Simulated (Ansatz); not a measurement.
# BaSc3, from a guessed structure to a relaxed one

This structure for BaSc3 is made up. Its elements were placed in a known structure type with a cell scaled to their sizes. What cell does the guess relax to, and how far off was it?

Program: Ansatz 0.2.0. Level of theory: DFT, PBE, plane-wave PAW, files of the set soft_1, scalar-relativistic, no spin, cell and ions relaxed at zero pressure; PAW set soft_1, in the first sound run; inputs show where later runs differ. Results are calculated unless marked as measured.

## Step 1: The structure

The structure is cubic, space group Pm-3m (No. 221). The conventional cell has a = 4.893 Å, b = 4.893 Å, c = 4.893 Å, α = 90.00°, β = 90.00°, γ = 90.00°. Ba has 12 Sc at 3.46 Å nearest. Sc has 4 Ba at 3.46 Å and 8 Sc at 3.46 Å nearest. Farther neighbours are not listed.

Coordinates:

```cif
data_structure
_symmetry_space_group_name_H-M 'P 1'
_symmetry_Int_Tables_number 1
_cell_length_a 4.8930
_cell_length_b 4.8930
_cell_length_c 4.8930
_cell_angle_alpha 90.000
_cell_angle_beta 90.000
_cell_angle_gamma 90.000
_cell_volume 117.15
loop_
_atom_site_label
_atom_site_type_symbol
_atom_site_fract_x
_atom_site_fract_y
_atom_site_fract_z
_atom_site_occupancy
Ba1 Ba 0.00000 0.00000 0.00000 1
Sc2 Sc 0.50000 0.00000 0.50000 1
Sc3 Sc 0.50000 0.50000 0.00000 1
Sc4 Sc 0.00000 0.50000 0.50000 1
```

## Step 2: Relaxing cell and atoms

The guessed cell has no reason to be at equilibrium. It is relaxed with the atoms, within the space group of the guess.

input.yaml reads:

```yaml
crystal:
  lattice:
    - [4.893, 0.0, 0.0]
    - [0.0, 4.893, 0.0]
    - [0.0, 0.0, 4.893]
  atoms:
    - { symbol: Ba, position: [0.0, 0.0, 0.0] }
    - { symbol: Sc, position: [0.5, 0.0, 0.5] }
    - { symbol: Sc, position: [0.5, 0.5, 0.0] }
    - { symbol: Sc, position: [0.0, 0.5, 0.5] }
kpoints:
  mp_grid: { grid: [6, 6, 6] }
scf:
  occupations: { method: fermi_dirac, width: 0.05 }
hamiltonian:
  xc: pbe
  pseudopotentials: { kind: paw, azcp: { folder: soft_1 } }
relax:
  f_tol: 0.015
  max_steps: 70
  cell: {}
output:
  forces: true
  stress: true
```

On the command line:

```
$ ansatz run input.yaml --threads 4 --pin off --max-ram 8192MiB --backend cpu --events-out ev --progress --plain --runs-dir out
```

Numbers of over 12 decimals in the logs are rounded to 6 here.

The log of the run:

```text
Engine: ansatz 0.2.0, aarch64-unknown-linux-gnu
Pseudopotentials: kind: paw
Pseudopotential: Ba, paw, valence charge 10, recommended cutoff 420 eV (normal), soft_1/Ba.paw.azcp
Pseudopotential: Sc, paw, valence charge 11, recommended cutoff 420 eV (normal), soft_1/Sc.paw.azcp
Functional definition: PBE
  parameter kappa = 0.804
  parameter beta = 0.066725
  exchange = pbe_x(kappa = kappa, mu = beta*pi^2/3)
  correlation = pbe_c(beta = beta)
Crystal: 4 atoms, lattice volume = 117.146 Å³
Basis set: ecut = 420 eV, 2301 PW (Γ), exchange–correlation on 72×72×72 points (8 copies of the dense FFT grid, shifted against one another)
Bands: 26, of which v1, the nominal top of the filled ones, is band 22 counted from 1 (21 counted from 0)
Symmetry: 48 space group operations
Space group: Pm-3m (ITA 221), of the structure as read, at distance tolerance 4.9e-5 Å
k-points: 20 of 216
Non-local potential: Ba, projectors of the file, l = 0: 3, l = 1: 2, l = 2: 2, l = 3: 2
Non-local potential: Sc, projectors of the file, l = 0: 3, l = 1: 2, l = 2: 3, l = 3: 1
PAW form: soft (Blöchl's): semilocal exchange-correlation on the pseudo side does not see the compensation charge
PAW one-centre angular grid: Ba, 194 points (default); XC on 64 Gauss nodes
PAW one-centre angular grid: Sc, 590 points (default); XC on 64 Gauss nodes
Initial density: superposition of atomic densities (chi_scale 0.1, normalization cell, long waves kept (reshape's long-wave potential 0.00 eV rms))
Initial wavefunctions: pseudopotential atomic-orbital guess
Functional: x = pbe(κ = 0.804, μ = 0.219515), c = pbe(β = 0.066725)
SCF iter   1: F=—  HF=-12356.667537 eV  |F-HF|=—  |Δ(HF+E_count)|=         —  Δρ=4.00e-2  dr2=5.06e0  ethr=3.10e-3  ⟨swp⟩=5.8  Hψ=2202  notcnv=0
preconditioner: auto → Kerker (q_TF=auto, 2.309 Å⁻¹)  [metal: Δε(μ)=0.030 eV  Ē_g=6.420 eV  σ=0.050 eV  W_gap=0.15  n_scr=26 (ndim 8)  ℏωp=14.1 eV  f_vac=0.000  D(μ)=8.08/eV (n_scr^D=80)]
SCF iter   2: F=—  HF=-12355.660386 eV  |F-HF|=—  |Δ(HF+E_count)|=    1.01e0  Δρ=1.36e-2  dr2=6.76e-1  ethr=3.10e-3  ⟨swp⟩=4.0  Hψ=1249  notcnv=0
SCF iter   3: F=—  HF=-12355.533874 eV  |F-HF|=—  |Δ(HF+E_count)|=   1.27e-1  Δρ=5.42e-3  dr2=3.62e-2  ethr=1.57e-3  ⟨swp⟩=2.5  Hψ=727  notcnv=0
SCF iter   4: F=—  HF=-12355.533111 eV  |F-HF|=—  |Δ(HF+E_count)|=   7.63e-4  Δρ=1.04e-3  dr2=1.87e-3  ethr=8.41e-5  ⟨swp⟩=3.4  Hψ=1078  notcnv=0
SCF iter   5: F=—  HF=-12355.533147 eV  |F-HF|=—  |Δ(HF+E_count)|=   3.64e-5  Δρ=3.47e-4  dr2=1.69e-4  ethr=4.36e-6  ⟨swp⟩=3.0  Hψ=969  notcnv=0
SCF iter   6: F=—  HF=-12355.533132 eV  |F-HF|=—  |Δ(HF+E_count)|=   1.53e-5  Δρ=4.42e-5  dr2=4.06e-6  ethr=3.94e-7  ⟨swp⟩=3.0  Hψ=1019  notcnv=0
SCF iter   7: F=—  HF=-12355.533138 eV  |F-HF|=—  |Δ(HF+E_count)|=   6.26e-6  Δρ=9.59e-6  dr2=1.39e-7  ethr=9.44e-9  ⟨swp⟩=2.0  Hψ=613  notcnv=0
SCF iter   8: F=-12355.533138 eV  HF=-12355.533138 eV  |F-HF|=2.02e-10  |Δ(HF+E_count)|=   4.97e-9  Δρ=1.93e-6  dr2=4.80e-9  ethr=2.33e-10  ⟨swp⟩=4.0  Hψ=1558  notcnv=0
SCF 1 converged in 8 iterations: F = -12355.533138 eV  dr2 = 4.80e-9
  greatest PAW one-centre occupation: 0.998 electrons in one spin orbital (limit 2), on the Sc atom at site 2 (counted from 0), in its partial waves of l = 0
relax step   1: F+E_penalty+E_count = -12355.53313829 eV  Δ(F+E_penalty+E_count) = +0.000e0 eV  max|allowed force component| = 3.142e-29 eV/Å  Δτ_max = 0.0000 Å  P = +1.152 GPa  Ω = 117.146 Å³  (8 SCF iters, dr2 threshold 1.00e-7 eV, accepted)
Crystal: 4 atoms, lattice volume = 120.736 Å³
Basis set: ecut = 420 eV, 2373 PW (Γ), exchange–correlation on 72×72×72 points (8 copies of the dense FFT grid, shifted against one another)
Initial density: handed on by an earlier stage of this run
Initial wavefunctions: those handed on with the density
iter 1 solved again at ethr=4.01e-6 eV; its pass at ethr=3.10e-3 eV (dr2=1.72e-3 eV) is discarded
SCF iter   1: F=—  HF=-12355.547717 eV  |F-HF|=—  |Δ(HF+E_count)|=         —  Δρ=9.55e-4  dr2=1.73e-3  ethr=4.01e-6  ⟨swp⟩=2.0  Hψ=3043  notcnv=0
preconditioner: auto → Kerker (q_TF=auto, 2.297 Å⁻¹)  [metal: Δε(μ)=0.024 eV  Ē_g=5.891 eV  σ=0.050 eV  W_gap=0.12  n_scr=26 (ndim 8)  ℏωp=13.9 eV  f_vac=0.000  D(μ)=10.11/eV (n_scr^D=122)]
SCF iter   2: F=—  HF=-12355.547395 eV  |F-HF|=—  |Δ(HF+E_count)|=   3.21e-4  Δρ=5.05e-4  dr2=4.92e-4  ethr=4.01e-6  ⟨swp⟩=1.8  Hψ=565  notcnv=0
SCF iter   3: F=—  HF=-12355.547284 eV  |F-HF|=—  |Δ(HF+E_count)|=   1.12e-4  Δρ=9.79e-5  dr2=1.80e-5  ethr=1.14e-6  ⟨swp⟩=2.0  Hψ=713  notcnv=0
SCF iter   4: F=—  HF=-12355.547257 eV  |F-HF|=—  |Δ(HF+E_count)|=   2.71e-5  Δρ=2.25e-5  dr2=7.35e-7  ethr=4.19e-8  ⟨swp⟩=2.0  Hψ=710  notcnv=0
iter 5 did not close the SCF: its close was put off for the readings that it lacked (scf_convergence_deferred on its scf_iter line)
SCF iter   5: F=-12355.547257 eV  HF=-12355.547257 eV  |F-HF|=1.67e-8  |Δ(HF+E_count)|=   1.85e-7  Δρ=4.45e-6  dr2=3.92e-8  ethr=1.71e-9  ⟨swp⟩=2.2  Hψ=649  notcnv=0
SCF iter   6: F=-12355.547257 eV  HF=-12355.547257 eV  |F-HF|=7.77e-10  |Δ(HF+E_count)|=   1.84e-9  Δρ=1.21e-6  dr2=2.14e-9  ethr=9.12e-11  ⟨swp⟩=2.0  Hψ=1422  notcnv=0
SCF 2 converged in 6 iterations: F = -12355.547257 eV  dr2 = 2.14e-9
  greatest PAW one-centre occupation: 0.998 electrons in one spin orbital (limit 2), on the Sc atom at site 3 (counted from 0), in its partial waves of l = 0
relax step   2: F+E_penalty+E_count = -12355.54725687 eV  Δ(F+E_penalty+E_count) = -1.412e-2 eV  max|allowed force component| = 1.014e-29 eV/Å  Δτ_max = 0.0000 Å  P = +0.144 GPa  Ω = 120.736 Å³  energy of the carried Pulay correction = -1.662e-4 eV  (6 SCF iters, dr2 threshold 4.00e-7 eV, accepted)
Crystal: 4 atoms, lattice volume = 121.267 Å³
iter 1 solved again at ethr=7.84e-8 eV; its pass at ethr=3.10e-3 eV (dr2=3.37e-5 eV) is discarded
SCF iter   1: F=—  HF=-12355.547521 eV  |F-HF|=—  |Δ(HF+E_count)|=         —  Δρ=1.37e-4  dr2=3.71e-5  ethr=7.84e-8  ⟨swp⟩=2.0  Hψ=2930  notcnv=0
preconditioner: auto → Kerker (q_TF=auto, 2.295 Å⁻¹)  [metal: Δε(μ)=0.023 eV  Ē_g=5.888 eV  σ=0.050 eV  W_gap=0.12  n_scr=26 (ndim 8)  ℏωp=13.9 eV  f_vac=0.000  D(μ)=10.14/eV (n_scr^D=122)]
SCF iter   2: F=—  HF=-12355.547482 eV  |F-HF|=—  |Δ(HF+E_count)|=   3.89e-5  Δρ=7.12e-5  dr2=1.01e-5  ethr=7.84e-8  ⟨swp⟩=1.9  Hψ=582  notcnv=0
SCF iter   3: F=—  HF=-12355.547480 eV  |F-HF|=—  |Δ(HF+E_count)|=   2.22e-6  Δρ=1.48e-5  dr2=4.29e-7  ethr=2.35e-8  ⟨swp⟩=2.0  Hψ=710  notcnv=0
iter 4 did not close the SCF: its close was put off for the readings that it lacked (scf_convergence_deferred on its scf_iter line)
SCF iter   4: F=-12355.547480 eV  HF=-12355.547480 eV  |F-HF|=1.27e-10  |Δ(HF+E_count)|=   2.61e-8  Δρ=3.35e-6  dr2=1.48e-8  ethr=9.99e-10  ⟨swp⟩=2.0  Hψ=710  notcnv=0
iter 5 did not close the SCF: its close was put off for the readings that it lacked (scf_convergence_deferred on its scf_iter line)
SCF iter   5: F=-12355.547480 eV  HF=-12355.547480 eV  |F-HF|=4.58e-10  |Δ(HF+E_count)|=   4.23e-9  Δρ=6.97e-7  dr2=9.46e-10  ethr=3.44e-11  ⟨swp⟩=2.0  Hψ=659  notcnv=0
SCF iter   6: F=-12355.547480 eV  HF=-12355.547480 eV  |F-HF|=1.09e-11  |Δ(HF+E_count)|=  9.09e-11  Δρ=1.96e-7  dr2=5.30e-11  ethr=2.20e-12  ⟨swp⟩=1.6  Hψ=1387  notcnv=0
SCF 3 converged in 6 iterations: F = -12355.547480 eV  dr2 = 5.30e-11
relax step   3: F+E_penalty+E_count = -12355.54748016 eV  Δ(F+E_penalty+E_count) = -2.233e-4 eV  max|allowed force component| = 6.130e-30 eV/Å  Δτ_max = 0.0000 Å  P = +0.006 GPa  Ω = 121.267 Å³  energy of the carried Pulay correction = -1.903e-4 eV  (6 SCF iters, dr2 threshold 5.19e-8 eV, accepted)
Initial wavefunctions: pseudopotential atomic-orbital guess (no wavefunctions were taken with the density)
iter 1 solved again at ethr=8.90e-7 eV; its pass at ethr=3.10e-3 eV (dr2=3.83e-4 eV) is discarded
SCF iter   1: F=—  HF=-12355.547677 eV  |F-HF|=—  |Δ(HF+E_count)|=         —  Δρ=4.87e-5  dr2=7.77e-8  ethr=8.90e-7  ⟨swp⟩=3.0  Hψ=3331  notcnv=0
eigensolver tolerance schedule: the retry pair's looser diagonalisation over-reported the residual by 4923.49 of it (diagonalisation noise at an unbounded share of the residual, at the tolerance the schedule requests for it); recorded, not acted on — ethr = c·dr2/N_el stays at c = 1.0e-1
SCF iter   2: F=—  HF=-12355.547655 eV  |F-HF|=—  |Δ(HF+E_count)|=   2.16e-5  Δρ=2.46e-5  dr2=1.96e-8  ethr=1.81e-10  ⟨swp⟩=2.9  Hψ=1012  notcnv=0
SCF iter   3: F=—  HF=-12355.547658 eV  |F-HF|=—  |Δ(HF+E_count)|=   3.33e-6  Δρ=9.86e-7  dr2=1.94e-10  ethr=4.56e-11  ⟨swp⟩=2.3  Hψ=929  notcnv=0
iter 4 did not close the SCF: its close was put off for the readings that it lacked (scf_convergence_deferred on its scf_iter line)
SCF iter   4: F=-12355.547658 eV  HF=-12355.547658 eV  |F-HF|=1.09e-11  |Δ(HF+E_count)|=   2.89e-9  Δρ=2.25e-7  dr2=2.63e-11  ethr=1.00e-12  ⟨swp⟩=2.1  Hψ=658  notcnv=0
iter 5 did not close the SCF: its close was put off for the readings that it lacked (scf_convergence_deferred on its scf_iter line)
SCF iter   5: F=-12355.547658 eV  HF=-12355.547658 eV  |F-HF|=0.00e0  |Δ(HF+E_count)|=  1.82e-11  Δρ=9.27e-8  dr2=5.48e-12  ethr=1.00e-12  ⟨swp⟩=1.0  Hψ=520  notcnv=0
iter 6 did not close the SCF: its close was put off for the readings that it lacked (scf_convergence_deferred on its scf_iter line)
SCF iter   6: F=-12355.547658 eV  HF=-12355.547658 eV  |F-HF|=3.64e-12  |Δ(HF+E_count)|=  7.28e-12  Δρ=2.29e-8  dr2=6.33e-13  ethr=1.00e-12  ⟨swp⟩=1.0  Hψ=520  notcnv=0
iter 7 did not close the SCF: its close was put off for the readings that it lacked (scf_convergence_deferred on its scf_iter line)
SCF iter   7: F=-12355.547658 eV  HF=-12355.547658 eV  |F-HF|=3.64e-12  |Δ(HF+E_count)|=  7.28e-12  Δρ=3.76e-9  dr2=2.39e-14  ethr=1.00e-12  ⟨swp⟩=1.0  Hψ=520  notcnv=0
SCF iter   8: F=-12355.547658 eV  HF=-12355.547658 eV  |F-HF|=5.46e-12  |Δ(HF+E_count)|=  1.82e-12  Δρ=7.67e-10  dr2=4.87e-16  ethr=1.00e-12  ⟨swp⟩=1.4  Hψ=1129  notcnv=0
SCF 4 converged in 8 iterations: F = -12355.547658 eV  dr2 = 4.87e-16
relax step   4: F+E_penalty+E_count = -12355.54765822 eV  Δ(F+E_penalty+E_count) = -1.781e-4 eV  max|allowed force component| = 6.541e-30 eV/Å  Δτ_max = 0.0000 Å  P = +0.005 GPa  Ω = 121.267 Å³  stress off target by 4.93e-3 GPa  SCF on the basis re-selected at this cell (its energy is not comparable with the rows above)  (8 SCF iters)
basis re-selected at this cell: Δ(F+E_penalty+E_count) = -1.781e-4 eV, ΔP = -0.001 GPa vs the last step (what re-selecting the basis moved, of the pressure what is left beyond the Pulay correction that the steps carried, after the strain that the cell walked since its last selection, with what the two solves' SCF thresholds leave and, on support functions, any second-order correction that the steps lacked; it is no m [...]
SCF converged after 8 iterations
Free energy (F): -12355.547658 eV
Harris-Foulkes:  -12355.547658 eV  (|F-HF|=5.46e-12)
Internal energy: -12355.466099 eV  (E = F + TS)
E sigma→0 (E₀):  -12355.506879 eV
Entropy (-TS):   -0.081559 eV (-20.390 meV/atom)
Fermi energy:    8.671123 eV
--- Per-component energies (eV) ---
  E_band       = -581.091162
  E_kinetic    = 776.003377
  E_local      = -3022.638570  (includes V_loc(G=0)·N_el)
  E_nonlocal   = 526.085307
  E_hartree    = 1071.189550
  E_xc         = -451.459281
  E_vxc        = -439.222844  (∫ρ·V_xc dr)
  E_paw        = -8169.394466  (= ΣΔE_a)
  E_vpaw       = -563.697665  (= ΣTr[D̂ρ^β])
  E_aug_tail   = 0.000131  (compensation charges beyond the density's cutoff)
  E_ewald      = -3085.252148
  E_smearing   = -0.081559  (= −TS)
  E_closure    = -0.000000  (closes the sum)
  Σ components = -12355.547658   (vs F -12355.547658, Δ=0.00e0)
--- Forces (eV/Å), atoms counted from 1 ---
  atom   1  Ba     0.00000000     0.00000000    -0.00000000
  atom   2  Sc    -0.00000000    -0.00000000    -0.00000000
  atom   3  Sc     0.00000000     0.00000000     0.00000000
  atom   4  Sc     0.00000000    -0.00000000    -0.00000000
  max |Σ_I F_I| component: 6.97e-30 eV/Å
--- Stress (GPa, compression-positive) ---
        0.004929       0.000000       0.000000
        0.000000       0.004929       0.000000
        0.000000       0.000000       0.004929
  P = ⅓ Tr σ = 0.0049 GPa (0.049 kbar)
--- Relaxed structure (3 steps of the walk, 3 accepted, 1 SCFs on fresh bases) ---
  F+E_penalty+E_count = -12355.54765822 eV   max|allowed force component| = 6.541e-30 eV/Å   (the final SCF, on the basis selected at the relaxed cell)
  cell:  # Å, volume = 121.2669 Å³
    - [4.949721, 0, 0]
    - [0, 4.949721, 0.0]
    - [0, 0.0, 4.949721]
  atoms:
    - { symbol: Ba, position: [0, 0, 0] }
    - { symbol: Sc, position: [0.5, 0, 0.5] }
    - { symbol: Sc, position: [0.5, 0.5, 0] }
    - { symbol: Sc, position: [0, 0.5, 0.5] }
```

The job ended after 4.5 s (4 threads of Arm Neoverse V1, shared host; peak memory 0.46 GiB).

Step by step:

```tsv
step	energy less that of the first step (eV)	largest force component (eV/Å)	pressure (GPa)	volume (Å³)
1	0.0000	0.0000	1.15	117.15
2	-0.0141	0.0000	0.14	120.74
3	-0.0143	0.0000	0.01	121.27
4*	-0.0145	0.0000	0.00	121.27
```

Relaxation steps marked * repeat the geometry before them on a plane-wave basis chosen anew for their cell, so energy and pressure can jump there.

Forces are held to the 48 operations that the run works with; a distortion that breaks them can't arise in this run.

```tsv
conventional cell, symmetrised	before	after	change
a (Å)	4.893	4.950	+1.2 %
b (Å)	4.893	4.950	+1.2 %
c (Å)	4.893	4.950	+1.2 %
volume (Å³/atom)	29.29	30.32	+3.5 %
```

Numbers from this step:

```yaml
free_energy: -12355.5477 eV
energy_at_zero_smearing: -12355.5069 eV
smearing_term_ts: 0.08156 eV
fermi_energy: 8.671 eV
electrons: 43
symmetry_operations: 48
pressure: 0.004929 GPa
```

Shortest distances by pair of elements, guess and relaxed (not always the same contact):

```tsv
pair	guess (Å)	relaxed (Å)
Ba–Sc	3.460	3.500
Sc–Sc	3.460	3.500
Ba–Ba	4.893	4.950
```

The relaxation ends with a pressure of 0.00 GPa.

(Continued in part 2 of 2.)

[Logs are printed without paths, hosts, clocks, repeated set-up lines and the standing remarks that a program may print on its own settings, such as how far it seeks lower states.]

[Hosts, paths, dates, database ids (printed as entryN), source tags and the programs' standing remarks are cut or masked in the printed files.]
